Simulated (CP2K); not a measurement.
Two runs for the O K edge of 3-methoxyfuran. Run A: CP2K XAS_TDP, all-electron GAPW, PBEh(45%), aug-cc-pVDZ, TDA, no relativity. Run B differs in one setting.

First lines with a strength over 0.0015. A:

```tsv
atom	energy (eV)	states	strength, one atom
O2 (bonded to 2 C)	531.83	1	0.0182
	532.20	1	0.0040
	532.31	1	0.0022
	533.21	1	0.0025
	533.28	1	0.0061
O6 (bonded to 2 C)	530.71	1	0.0278
	533.93	1	0.0082
	534.04	1	0.0044
	534.12	1	0.0028
	534.59	1	0.0128
```

B:

```tsv
atom	energy (eV)	states	strength, one atom
O2 (bonded to 2 C)	536.71	1	0.0180
	537.08	1	0.0040
	537.19	1	0.0022
	538.09	1	0.0024
	538.16	1	0.0061
O6 (bonded to 2 C)	535.22	1	0.0275
	538.44	1	0.0081
	538.55	1	0.0044
	538.62	1	0.0028
	539.10	1	0.0127
```

Q: Which was it: GW2X switched on, the basis, scalar relativity switched on, the functional?

GW2X switched on. GW2X shifts an atom's lines together and keeps their spacings. Against PBEh(45%) in aug-cc-pVDZ, the leading lines move by +4.88 eV (O2, to 536.71) and +4.51 eV (O6, to 535.22).

[Banner, clock and machine lines of the logs are left out without a mark of their own.]

[Logs are printed without paths, hosts, clocks, repeated set-up lines and the standing remarks that a program may print on its own settings, such as how far it seeks lower states.]

[Hosts, paths, dates, database ids (printed as entryN), source tags and the programs' standing remarks are cut or masked in the printed files.]
